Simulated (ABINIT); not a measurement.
# Calculated records

### A GW chain in ABINIT: SiC (Moissanite)

The structure is hexagonal, space group P6_3mc (No. 186). Conventional cell: a = 3.076 Å, b = 3.076 Å, c = 5.048 Å, α = 90.00°, β = 90.00°, γ = 120.00°. Nearest to Si lie 4 C at 1.87 to 1.94 Å. Nearest to C lie 4 Si at 1.87 to 1.94 Å. Farther neighbours, and contacts between anions beyond the nearest, are not listed.

```xyz
4
Lattice="3.0760 0.0000 0.0000 -1.5380 2.6639 0.0000 0.0000 0.0000 5.0480" Properties=species:S:1:pos:R:3 pbc="T T T"
Si    0.0000    1.7759    0.0000
Si    1.5380    0.8880    2.5240
C     0.0000    1.7759    1.9435
C     1.5380    0.8880    4.4675
```

```yaml
method: RPA screening on LDA, plane waves, norm-conserving pseudopotentials (and 2 further levels or steps)
program: ABINIT 10.8.3
settings: cutoff 37 Ha, PseudoDojo scalar-relativistic 0.4.1 standard, norm-conserving, ngkpt (3, 3, 2), nband 58, ecuteps 4.8 Ha, inclvkb 2, shiftk (0, 0, 0), symchi 1, awtr 1, frequency ppm, 3×3×2 k-mesh
cost: 5 runs, 61 s in all on 4 MPI ranks of Arm Neoverse N1, shared host
notes: The program’s warnings: nkpt*nsppol () is not a multiple of nproc spkpt (). The cell and positions come from the Crystallography Open Database and are kept as given unless a step says otherwise. The 3×3×2 mesh is coarse for this cell, which bears on the long-range parts of exchange and screening.
lda_gap: 2.22 eV, indirect
g0w0_gap_on_the_mesh: 2.81 eV
gw_settings: 3×3×2 mesh, 58 bands, screening to 130.6 eV, Godby-Needs plasmon pole
known_limits: short of the basis limit; coarse k mesh
```

G0W0 moves the gap on the mesh from 2.22 eV to 2.81 eV (+0.59 eV), with Z of 0.80 and 0.83 at the edges. Local fields lower the RPA ε∞ on this mesh from 9.63 to 8.80; a Γ-centred mesh this coarse tends to raise both, most where the direct gap is narrow, while a short band sum lowers them.

[Long decimals in the printed logs are rounded to 6 places.]

[Logs are printed without paths, hosts, clocks, repeated set-up lines and the standing remarks that a program may print on its own settings, such as how far it seeks lower states.]

[Paths, hosts, dates, memory and timing lines, banners, echoed tables and standing remarks are left out of the program output; an Ansatz launch command may be rebuilt from the run's recorded settings. Measured values are a selection of at most five: reports struck by readers or far from the other reports are left out. None is set beside runs whose start may be inverted or whose files or cutoffs have a known fault.]

[Runs of the session that timed out or met a known fault of the program may be left out.]

[Hosts, paths, dates, database ids (printed as entryN), source tags and the programs' standing remarks are cut or masked in the printed files.]

[G0W0 gaps are taken among the corrected bands and points alone; a level outside them can change the order at an edge.]

[Where Ansatz stands beside ABINIT at settings called matched, ABINIT's density can come from a denser mesh and the files from another edition; pairs whose starting gaps differed by over 0.03 eV were left out, so agreement reads better than it is.]
